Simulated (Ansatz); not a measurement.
Consider CuF2 (1T sheet).

The cell holds 3 atoms: 1 Cu and 2 F. Cell: a = 3.136 Å, b = 3.136 Å, c = 28.816 Å, α = 90.0°, β = 90.0°, γ = 120.0°. Vacuum lies along c.

```
Cu F
1.0
     0.00000   -2.21760    2.21760
     2.21760    0.00000   -2.21760
    16.63718   16.63718   16.63718
Cu F
1 2
Direct
  0.00000 0.00000 0.32114
  0.33333 0.66667 0.35250
  0.66667 0.33333 0.28978
```

The structure was relaxed with PBEsol. The structure was generated from a model, not taken from a measurement. The runs that relaxed it are not among those shown. The program's search for lower electronic states was switched off, so nothing shows that the state found is the lowest. PAW set soft_2, made with PBE.

A constrained-RPA run (Ansatz 0.2.0; non-magnetic PBEsol; Cu eg, bands v2 to v1, 6×6×1 mesh, medium accuracy) builds 2 functions on bands 0.68 eV wide, with 3.0 electrons in the window. The bare on-site interaction is 18.6 eV and the bare J 0.79 eV.

Q: Estimate U, U′ and J.

On the Cu eg shell, U = 5.53 eV (30 % of the bare value), U′ = 4.45 eV, J = 0.54 eV.

The parent state is non-magnetic and the interaction static (zero frequency); U depends on the window and the orbitals, so it belongs to this model alone.

[Paths, hosts, dates, memory and timing lines, banners, echoed tables and standing remarks are left out of the program output.]

[Logs are printed without paths, hosts, clocks, repeated set-up lines and the standing remarks that a program may print on its own settings, such as how far it seeks lower states.]

[Runs of the session that timed out or met a known fault of the program may be left out.]

[Hosts, paths, dates, database ids (printed as entryN), source tags and the programs' standing remarks are cut or masked in the printed files.]
